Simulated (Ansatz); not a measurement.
Planning a GW calculation on CdTe (F-43m).

```
Cd Te
1.0
     0.00000    3.24000    3.24000
     3.24000    0.00000    3.24000
     3.24000    3.24000    0.00000
Cd Te
1 1
Direct
  0.00000 0.00000 0.00000
  0.25000 0.25000 0.25000
```

The cell and positions come from the Crystallography Open Database and are kept as given unless a step says otherwise. Spin-orbit coupling is left out unless a run names it.

Runs so far (Ansatz 0.2.0, start PBE, hard PAW files, 6×6×6 mesh). Times are wall times on 1 × NVIDIA H100 80GB HBM3 (shared by 6 runs) with 3 threads of AMD EPYC 7R13 (Zen 3), shared host, good to a factor of about two.

| bands summed | cutoff (eV) | gap on the mesh (eV) | time |
| --- | --- | --- | --- |
| 301 | 150 | 1.425 | 37 s |
| 628 | 250 | 1.397 | 77 s |
| 1162 | 380 | 1.523 | 4.1 min |

**Question.** What should the next rung give, with 1849 bands and screening to 520 eV, and where is the limit?

The error falls about as one over the bands when the cutoff rises with them. A line through the two highest rungs given predicts 1.579 eV; the run gave 1.539 eV, a miss of 0.040 eV, so the law fails here: the steps don't follow it yet. The two highest rungs put the limit near 1.564 eV, the pair below near 1.672 eV; neither can be trusted until a further rung is run.

Gaps are over the mesh's points; an edge off the mesh would be missed. Limits: not at the basis limit; no spin-orbit coupling.

[Paths, hosts, dates, memory and timing lines, banners, echoed tables and standing remarks are left out of the program output.]

[Logs are printed without paths, hosts, clocks, repeated set-up lines and the standing remarks that a program may print on its own settings, such as how far it seeks lower states.]

[Runs of the session that timed out or met a known fault of the program may be left out.]

[Cells called generated may have been cut or substituted from an entry of the Crystallography Open Database or the Materials Project.]

[Hosts, paths, dates, database ids (printed as entryN), source tags and the programs' standing remarks are cut or masked in the printed files.]
